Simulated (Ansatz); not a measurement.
Consider NiF3 (honeycomb trihalide sheet).

The cell holds 8 atoms: 2 Ni and 6 F. Its edges and angles: a = 5.015 Å, b = 5.015 Å, c = 28.291 Å, α = 90.0°, β = 90.0°, γ = 120.0°. Vacuum lies along c.

```xyz
8
Lattice="4.0951 -2.0475 2.0475 -2.0475 -2.0475 -4.0951 16.3339 16.3339 -16.3339" Properties=species:S:1:pos:R:3
Ni    5.2671    3.2195   -7.3146
Ni    7.3146    3.2195   -5.2671
F     7.3248    5.0814   -5.0814
F     5.0814    5.0814   -7.3248
F     7.1289    3.2297   -7.1289
F     7.3044    3.4052   -3.4052
F     3.4052    3.4052   -7.3044
F     5.4527    3.2093   -5.4527
```

The structure was relaxed with PBEsol. The structure was generated from a model, not taken from a measurement. The runs that relaxed it are not among those shown. The program's search for lower electronic states was switched off, so nothing shows that the state found is the lowest. PAW set soft_2, made with PBE.

A constrained-RPA run (Ansatz 0.2.0; non-magnetic PBEsol; Ni eg, bands v1 to c3, 6×6×1 mesh, medium accuracy) builds 4 functions on bands 0.75 eV wide, with 2.0 electrons in the window. The bare on-site interaction is 17.3 eV and the bare J 0.81 eV.

Question: What U and J survive the screening?

On the Ni eg shell, U = 4.66 eV (27 % of the bare value), U′ = 3.68 eV, J = 0.49 eV.

The parent state is non-magnetic and the interaction static (zero frequency); U depends on the window and the orbitals, so it belongs to this model alone.

[Paths, hosts, dates, memory and timing lines, banners, echoed tables and standing remarks are left out of the program output.]

[Logs are printed without paths, hosts, clocks, repeated set-up lines and the standing remarks that a program may print on its own settings, such as how far it seeks lower states.]

[Runs of the session that timed out or met a known fault of the program may be left out.]

[Hosts, paths, dates, database ids (printed as entryN), source tags and the programs' standing remarks are cut or masked in the printed files.]
